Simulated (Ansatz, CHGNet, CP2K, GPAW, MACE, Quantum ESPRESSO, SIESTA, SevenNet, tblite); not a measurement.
**Quantum ESPRESSO on NaH9C4O7 (P-1) (84 atoms): settings against a plane-wave reference**

How do the settings of Quantum ESPRESSO change the result for NaH9C4O7 (P-1) (84 atoms)? A plane-wave run serves as the yardstick.

Calculated with Quantum ESPRESSO 7.5; the method is named at each step.

### Step 1. The starting structure

The cell holds 84 atoms: 4 Na, 36 H, 16 C and 28 O. Its edges and angles: a = 11.912 Å, b = 6.392 Å, c = 11.230 Å, α = 104.2°, β = 91.5°, γ = 100.2°. It derives from NaH9C4O7 (P-1), repeated 2×1×1. NaH9C4O7, space group P-1, structure from the Crystallography Open Database, 2 x 1 x 1 conventional cells; positions as listed; bonds to H set to neutron lengths (C-H 1.089, N-H 1.015, O-H 0.983, B-H 1.19 Å) where the listed ones are shorter. Then every atom was moved at random, 0.02 Å r.m.s. a Cartesian component (hydrogen 0.6 of that).

The yardstick, on the same geometry:

- method: Kohn-Sham DFT, PBE, PAW, plane waves (Ansatz 0.2.0); cutoff 420 eV, Γ point, fermi-dirac smearing of 0.05 eV; PAW set soft_2
- r.m.s. force component: 1.115 eV/Å
- longest force: 7.14 eV/Å
- pressure: 3.272 GPa
- gap (highest filled to lowest empty level): 2.91 eV
- SCF cycles: 10
- time: 4 s on 8 threads of Arm Neoverse V2, shared host
- CPU time: 24 s

### Step 2. PBE, sssp-1.3.0-efficiency, 60/480 Ry

Method: Kohn-Sham DFT, PBE, SSSP efficiency 1.3.0 pseudopotentials, plane waves.

The input, pw.in:

```
&control
  calculation = 'scf'
  pseudo_dir = './pseudo'
  outdir = './tmp'
  disk_io = 'none'
  tprnfor = .true.
  tstress = .true.
/
&system
  ibrav = 0
  nat = 84
  ntyp = 4
  ecutwfc = 60
  ecutrho = 480
  nosym = .true.
  occupations = 'smearing'
  smearing = 'fd'
  degauss = 0.003675
/
&electrons
  conv_thr = 4.2e-07
  electron_maxstep = 100
  mixing_beta = 0.4
  mixing_mode = 'plain'
  diagonalization = 'david'
/
ATOMIC_SPECIES
Na 22.990 Na.upf
H 1.008 H.upf
C 12.011 C.upf
O 15.999 O.upf
CELL_PARAMETERS angstrom
11.91200 0.00000 0.00000
-1.13193 6.29098 0.00000
-0.30376 -2.84790 10.85864
ATOMIC_POSITIONS crystal
Na 0.12875 0.04367 0.42657
Na 0.37194 0.96540 0.57375
H 0.29622 0.75416 0.99429
H 0.20428 0.24773 0.00243
H 0.03735 0.79596 0.13454
H 0.46353 0.20624 0.86394
H 0.99209 0.71952 0.92296
H 0.50765 0.27757 0.07336
H 0.12509 0.14056 0.68211
H 0.37419 0.85337 0.31816
H 0.06630 0.33365 0.66281
H 0.43298 0.67016 0.33765
H 0.03527 0.33905 0.30398
H 0.46417 0.65851 0.69479
H 0.16179 0.33988 0.27333
H 0.33791 0.66451 0.72760
H 0.15165 0.72766 0.59468
H 0.34634 0.26985 0.40423
H 0.15820 0.61273 0.45045
H 0.34134 0.38911 0.55003
C 0.22058 0.80787 0.14484
C 0.28166 0.18514 0.85658
C 0.10614 0.78229 0.07597
C 0.39332 0.21474 0.92173
C 0.07856 0.73853 0.95861
C 0.41884 0.26705 0.04468
C 0.15258 0.69042 0.84951
C 0.34244 0.30589 0.15127
O 0.22169 0.86681 0.25871
O 0.27693 0.13752 0.74045
O 0.31114 0.78365 0.09007
O 0.18900 0.21937 0.91043
O 0.10409 0.64247 0.74285
O 0.39808 0.36563 0.25842
O 0.26172 0.70260 0.86911
O 0.24165 0.30048 0.13643
O 0.06508 0.17647 0.63095
O 0.43501 0.82661 0.36952
O 0.11064 0.32633 0.33834
O 0.38775 0.66689 0.65933
O 0.17851 0.74743 0.51303
O 0.32530 0.24591 0.48237
Na 0.62388 0.03662 0.42616
Na 0.86927 0.96229 0.57368
H 0.79491 0.75596 0.99598
H 0.70586 0.24400 0.00207
H 0.53645 0.79453 0.13272
H 0.96384 0.20704 0.86750
H 0.48946 0.71891 0.92381
H 0.00769 0.27913 0.07428
H 0.62371 0.14286 0.68462
H 0.87589 0.86053 0.31897
H 0.56729 0.32755 0.66220
H 0.93306 0.66868 0.33577
H 0.53510 0.34284 0.30430
H 0.96373 0.65978 0.69452
[... 24 atom lines left out ...]
O 0.60973 0.33662 0.34207
O 0.88734 0.66009 0.65607
O 0.67475 0.75546 0.51499
O 0.82390 0.24594 0.48654
K_POINTS gamma
```

The run is started by

```console
$ OMP_NUM_THREADS=1 mpirun -np 2 pw.x -in pw.in > output.txt
```

Log:

```text
Program PWSCF
     gamma-point specific algorithms are used
     Parallelization info
     sticks:   dense  smooth     PW     G-vecs:    dense   smooth      PW
     Min        5116    2555    633               487594   172404   21523
     Max        5117    2556    636               487599   172407   21526
     Sum       10233    5111   1269               975193   344811   43049
     bravais-lattice index     =            0
     lattice parameter (alat)  =      22.5104  a.u.
     unit-cell volume          =    5491.2982 (a.u.)^3
     number of atoms/cell      =           84
     number of atomic types    =            4
     number of electrons       =       304.00
     number of Kohn-Sham states=          182
     kinetic-energy cutoff     =      60.0000  Ry
     charge density cutoff     =     480.0000  Ry
     scf convergence threshold =      4.2E-07
     mixing beta               =       0.4000
     number of iterations used =            8  plain     mixing
     Exchange-correlation= SLA  PW   PBX  PBC
                           (   1   4   3   4   0   0   0)
     crystal axes: (cart. coord. in units of alat)
               a(1) = (   1.000000   0.000000   0.000000 )
               a(2) = (  -0.095024   0.528121   0.000000 )
               a(3) = (  -0.025500  -0.239078   0.911572 )
     reciprocal axes: (cart. coord. in units 2 pi/alat)
               b(1) = (  1.000000  0.179929  0.075164 )
               b(2) = ( -0.000000  1.893505  0.496610 )
               b(3) = (  0.000000 -0.000000  1.097007 )
     PseudoPot. # 1 for Na:
     Pseudo is Ultrasoft, Zval =  9.0
     PseudoPot. # 2 for H :
     Pseudo is Ultrasoft, Zval =  1.0
     PseudoPot. # 3 for C :
     Pseudo is Projector augmented-wave + core cor, Zval =  4.0
     PseudoPot. # 4 for O :
     Pseudo is Projector augmented-wave + core cor, Zval =  6.0
     atomic species   valence    mass     pseudopotential
     Na                9.00    22.99000     Na( 1.00)
     H                 1.00     1.00800     H ( 1.00)
     C                 4.00    12.01100     C ( 1.00)
     O                 6.00    15.99900     O ( 1.00)
     No symmetry found
   Cartesian axes
     number of k points=     1  Fermi-Dirac smearing, width (Ry)=  0.0037
                       cart. coord. in units 2pi/alat
        k(    1) = (   0.0000000   0.0000000   0.0000000), wk =   2.0000000
     Dense  grid:   487597 G-vectors     FFT dimensions: ( 160,  90, 150)
     Smooth grid:   172406 G-vectors     FFT dimensions: ( 120,  60, 108)
     Check: negative core charge=   -0.000002
     Initial potential from superposition of free atoms
     starting charge     303.9738, renormalised to     304.0000
     Starting wfcs are  232 randomized atomic wfcs
     Self-consistent Calculation
     iteration #  1     ecut=    60.00 Ry     beta= 0.40
     total energy              =   -1884.79156065 Ry
     estimated scf accuracy    <      10.04697461 Ry
     iteration #  2     ecut=    60.00 Ry     beta= 0.40
     total energy              =   -1886.57515358 Ry
     estimated scf accuracy    <       1.01660459 Ry
     iteration #  3     ecut=    60.00 Ry     beta= 0.40
     total energy              =   -1886.64452006 Ry
     estimated scf accuracy    <       0.31071015 Ry
     iteration #  4     ecut=    60.00 Ry     beta= 0.40
     total energy              =   -1886.66083695 Ry
     estimated scf accuracy    <       0.08544505 Ry
     iteration #  5     ecut=    60.00 Ry     beta= 0.40
     total energy              =   -1886.66714633 Ry
     estimated scf accuracy    <       0.00715598 Ry
     iteration #  6     ecut=    60.00 Ry     beta= 0.40
     total energy              =   -1886.66824864 Ry
     estimated scf accuracy    <       0.00097877 Ry
     iteration #  7     ecut=    60.00 Ry     beta= 0.40
     total energy              =   -1886.66839328 Ry
     estimated scf accuracy    <       0.00020923 Ry
     iteration #  8     ecut=    60.00 Ry     beta= 0.40
     total energy              =   -1886.66843338 Ry
     estimated scf accuracy    <       0.00003392 Ry
     iteration #  9     ecut=    60.00 Ry     beta= 0.40
     total energy              =   -1886.66843993 Ry
     estimated scf accuracy    <       0.00000632 Ry
     iteration # 10     ecut=    60.00 Ry     beta= 0.40
     total energy              =   -1886.66844210 Ry
     estimated scf accuracy    <       0.00000084 Ry
     iteration # 11     ecut=    60.00 Ry     beta= 0.40
     End of self-consistent calculation
          k = 0.0000 0.0000 0.0000 ( 21525 PWs)   bands (ev):
   -47.9949 -47.9885 -47.9619 -47.9091 -21.9255 -21.8772 -21.7738 -21.7601
   -21.3281 -21.2566 -21.0759 -20.7166 -19.9956 -19.9876 -19.9722 -19.9631
   -19.9441 -19.9324 -19.9283 -19.9156 -19.9149 -19.8850 -19.8693 -19.8592
   -19.4736 -19.4192 -19.2179 -19.0823 -18.8366 -18.7162 -18.7022 -18.6487
   -18.5619 -18.4985 -18.4735 -18.4530 -18.4010 -18.3801 -18.3091 -18.2299
   -18.1414 -18.0927 -17.9996 -17.9556 -14.1151 -14.0303 -13.9069 -13.8853
   -10.6441 -10.5476 -10.2989 -10.0943  -9.4556  -9.3876  -9.3697  -9.2970
    -8.0503  -8.0103  -7.9285  -7.9141  -6.9864  -6.9446  -6.9419  -6.8920
    -6.6982  -6.6816  -6.5824  -6.5345  -6.5241  -6.3982  -6.3496  -6.3092
    -6.2839  -6.1758  -6.0100  -5.9275  -5.8477  -5.8341  -5.8013  -5.7805
    -5.7252  -5.6944  -5.3590  -5.2543  -5.1283  -5.0756  -4.8568  -4.8421
    -4.8245  -4.6953  -4.6406  -4.5191  -4.4569  -4.3453  -4.3149  -4.2286
[...]
-0.7778  -0.7556  -0.6978  -0.6721  -0.6560  -0.5975  -0.5731  -0.5621
    -0.5286  -0.4857  -0.4658  -0.4442  -0.4088  -0.3627  -0.1741  -0.1443
     2.7645   2.9531   3.3106   3.5950   5.5128   5.5248   5.6575   5.7418
     5.8215   6.5756   6.7603   6.8304   6.9245   7.1455   7.4265   7.4823
     7.6353   7.6886   7.8420   8.0052   8.1593   8.3110   8.7026   8.8047
     8.8765   9.1686   9.2627   9.3125   9.3595   9.5694
     the Fermi energy is     1.3763 ev
!    total energy              =   -1886.66844283 Ry
     estimated scf accuracy    <       0.00000016 Ry
     smearing contrib. (-TS)   =      -0.00000000 Ry
     internal energy E=F+TS    =   -1886.66844283 Ry
     The total energy is F=E-TS. E is the sum of the following terms:
     one-electron contribution =   -1078.97010458 Ry
     hartree contribution      =     657.44932909 Ry
     xc contribution           =    -366.23677813 Ry
     ewald contribution        =    -733.99843653 Ry
     one-center paw contrib.   =    -364.91245268 Ry
     convergence has been achieved in  11 iterations
     Forces acting on atoms (cartesian axes, Ry/au):
     atom    1 type  1   force =    -0.00005656   -0.00490633    0.00599342
     atom    2 type  1   force =     0.00008000   -0.00290301   -0.00701490
     atom    3 type  2   force =    -0.00848271   -0.00724995   -0.02333582
     atom    4 type  2   force =    -0.00099133    0.00251536    0.03371824
     atom    5 type  2   force =    -0.02145411    0.00351470    0.03014347
     atom    6 type  2   force =     0.01468842   -0.00632682   -0.01896389
     atom    7 type  2   force =    -0.03375624    0.00260489    0.00345940
     atom    8 type  2   force =     0.00823809    0.00492352    0.00812947
     atom    9 type  2   force =    -0.00745702    0.01914846   -0.01190804
     atom   10 type  2   force =    -0.01489702    0.00556434    0.00045817
     atom   11 type  2   force =     0.00963188   -0.00010013    0.00267863
     atom   12 type  2   force =     0.00032154   -0.01952381   -0.00311564
[...]
atom   80 type  4   force =     0.01106418   -0.01754191   -0.00650608
     atom   81 type  4   force =     0.03709931    0.01533825   -0.02973182
     atom   82 type  4   force =    -0.02559040   -0.02118719    0.06238551
     atom   83 type  4   force =     0.01247840    0.00942541   -0.05889105
     atom   84 type  4   force =     0.00966315   -0.02556709   -0.06871463
     Total force =     0.698759     Total SCF correction =     0.000676
     Computing stress (Cartesian axis) and pressure
          total   stress  (Ry/bohr**3)                   (kbar)     P=       32.61
   0.00027396  -0.00000937   0.00005046           40.30       -1.38        7.42
  -0.00000937   0.00008792  -0.00001410           -1.38       12.93       -2.07
   0.00005046  -0.00001410   0.00030325            7.42       -2.07       44.61
     Message from routine punch:
     Nothing written, as per user request (disk_io='none')
```

The job ended after 93 s (2 MPI ranks of Arm Neoverse V2, shared host; peak memory 1.5 GiB).

Banners, paths, timers and routine set-up lines are dropped from the logs unmarked, and long logs keep their key lines alone; longer cuts are marked.

Compared with the plane-wave run:

```yaml
r_m_s_force_component: 1.132 eV/Å
r_m_s_difference_of_force_components: 35.14 meV/Å
longest_difference_of_force_vectors: 180.7 meV/Å
force_difference_over_r_m_s_force: 3.151 %
slope_of_forces_against_the_reference_s: 1.014
correlation_of_force_components: 0.9996
spacing_of_highest_filled_and_lowest_empty_level: 2.909 eV
gap_difference: -0.001 eV
pressure: 3.261 GPa
pressure_difference: -0.0109 GPa
```

Length of the force difference by element (eV/Å):

| element | atoms | mean | most |
| --- | --- | --- | --- |
| C | 16 | 0.052 | 0.13 |
| H | 36 | 0.029 | 0.05 |
| Na | 4 | 0.0084 | 0.012 |
| O | 28 | 0.068 | 0.18 |

Levels nearest the highest filled one (eV from it): -0.51, -0.45, -0.43, -0.42, -0.38, -0.34, -0.32, -0.30, -0.26, -0.22, -0.03, 0.00, 2.91, 3.10, 3.45, 3.74, 5.66, 5.67, 5.80, 5.89, 5.97, 6.72, 6.90, 6.97.

A closer look about O84, picked at random: 9 atoms, nearest first, numbered in the order of the input, with positions taken from that point.

| atom | x | y | z | distance (Å) | bonds | Fx | Fy | Fz (eV/Å) |
| --- | --- | --- | --- | --- | --- | --- | --- | --- |
| O84 | 0.00 | 0.00 | 0.00 | 0.00 | 4 | 0.25 | -0.66 | -1.77 |
| H62 | 0.00 | 0.69 | 0.68 | 0.97 | 1 | 0.15 | 0.95 | 0.24 |
| H60 | 0.27 | 0.39 | -0.90 | 1.01 | 1 | -0.40 | -0.07 | 1.39 |
| Na44 | 0.84 | -2.03 | 0.95 | 2.39 | 6 | 0.15 | -0.01 | -0.19 |
| Na43 | -2.13 | -1.14 | -0.66 | 2.50 | 6 | 0.07 | 0.03 | 0.09 |
| O82 | 0.24 | 2.12 | 1.84 | 2.82 | 3 | -0.66 | -0.54 | 1.60 |
| H52 | 1.11 | -1.95 | -1.82 | 2.89 | 1 | -0.17 | -0.10 | 0.07 |
| O76 | 0.80 | 1.34 | -2.51 | 2.96 | 1 | 0.54 | -0.09 | 1.26 |
| O72 | -0.50 | -1.39 | 2.75 | 3.12 | 2 | -0.50 | -0.04 | 0.26 |

Forces lie 3.2 % from the reference's, at 7.6 times its CPU time (on 2 against 8 cores).

### Step 3. PBE, gbrv-1.5, 40/200 Ry

Method: Kohn-Sham DFT, PBE, GBRV 1.5 ultrasoft pseudopotentials, plane waves.

The pseudopotential files are exchanged too: ./pseudo now holds the set gbrv-pbe-1.5.

Changes to pw.in since step 2:

```diff
@@ -12,4 +12,4 @@
   ntyp = 4
-  ecutwfc = 60
-  ecutrho = 480
+  ecutwfc = 40
+  ecutrho = 200
   nosym = .true.
```

Log:

```text
[banner, memory and clock lines left out]
Program PWSCF
     gamma-point specific algorithms are used
     bravais-lattice index     =            0
     lattice parameter (alat)  =      22.5104  a.u.
     unit-cell volume          =    5491.2982 (a.u.)^3
     number of atoms/cell      =           84
     number of atomic types    =            4
     number of electrons       =       304.00
     number of Kohn-Sham states=          182
     kinetic-energy cutoff     =      40.0000  Ry
[... lines left out ...]
     scf convergence threshold =      4.2E-07
[... lines left out ...]
     number of k points=     1  Fermi-Dirac smearing, width (Ry)=  0.0037
[... lines left out ...]
     total energy              =   -1511.25427038 Ry
[... lines left out ...]
     total energy              =   -1512.92867932 Ry
[... lines left out ...]
     total energy              =   -1512.99229200 Ry
[... lines left out ...]
     total energy              =   -1513.01695104 Ry
[... lines left out ...]
     total energy              =   -1513.01695187 Ry
[... lines left out ...]
   -48.0204 -48.0148 -47.9882 -47.9350 -21.8842 -21.8366 -21.7317 -21.7174
   -21.2772 -21.2057 -21.0251 -20.6700 -20.0173 -20.0105 -19.9967 -19.9872
   -19.9685 -19.9575 -19.9535 -19.9407 -19.9401 -19.9082 -19.8941 -19.8843
[...]
5.8263   6.5697   6.7608   6.8299   6.9242   7.1460   7.4264   7.4809
     7.6336   7.6866   7.8384   7.9996   8.1554   8.3116   8.7043   8.8055
     8.8732   9.1646   9.2609   9.3094   9.3586   9.5672
     the Fermi energy is     1.3706 ev
!    total energy              =   -1513.01695204 Ry
     estimated scf accuracy    <       0.00000010 Ry
     smearing contrib. (-TS)   =      -0.00000000 Ry
     internal energy E=F+TS    =   -1513.01695204 Ry
     The total energy is F=E-TS. E is the sum of the following terms:
     one-electron contribution =   -1093.00721550 Ry
     hartree contribution      =     660.34333410 Ry
     xc contribution           =    -346.35463498 Ry
     ewald contribution        =    -733.99843566 Ry
     convergence has been achieved in  11 iterations
     Forces acting on atoms (cartesian axes, Ry/au):
     atom    1 type  1   force =    -0.00008416   -0.00494460    0.00595000
     atom    2 type  1   force =     0.00013293   -0.00294791   -0.00690614
     atom    3 type  2   force =    -0.01027421   -0.00660850   -0.03092158
[...]
atom   83 type  4   force =     0.01837132    0.02767593   -0.07093937
     atom   84 type  4   force =     0.00641242   -0.04487700   -0.07278914
     Total force =     0.728074     Total SCF correction =     0.000599
     Computing stress (Cartesian axis) and pressure
          total   stress  (Ry/bohr**3)                   (kbar)     P=       42.74
   0.00033933  -0.00001517   0.00005402           49.92       -2.23        7.95
  -0.00001517   0.00014165  -0.00001281           -2.23       20.84       -1.88
   0.00005402  -0.00001281   0.00039070            7.95       -1.88       57.47
     Message from routine punch:
     Nothing written, as per user request (disk_io='none')
```

Run time: 42 s. Hardware: 2 MPI ranks; peak memory 0.65 GiB.

Against the reference:

| Quantity | Value |
| --- | --- |
| r.m.s. force component | 1.179 eV/Å |
| r.m.s. difference of force components | 200.6 meV/Å |
| longest difference of force vectors | 642.7 meV/Å |
| force difference over r.m.s. force | 17.99 % |
| slope of forces against the reference's | 1.043 |
| correlation of force components | 0.9862 |
| gap (highest filled to lowest empty level) | 2.908 eV |
| gap difference | -0.0021 eV |
| pressure | 4.274 GPa |
| pressure difference | 1.002 GPa |

Against the first run (3.2 %), the force difference from the reference is 18 %, at 0.45 times the CPU time.

(Part 1 of 2 ends here.)

[Also dropped from logs without a mark: logging warnings of Python, and SIESTA's first energy breakdown and zero terms.]

[Logs are printed without paths, hosts, clocks, repeated set-up lines and the standing remarks that a program may print on its own settings, such as how far it seeks lower states.]

[Hosts, paths, dates, database ids (printed as entryN), source tags and the programs' standing remarks are cut or masked in the printed files.]
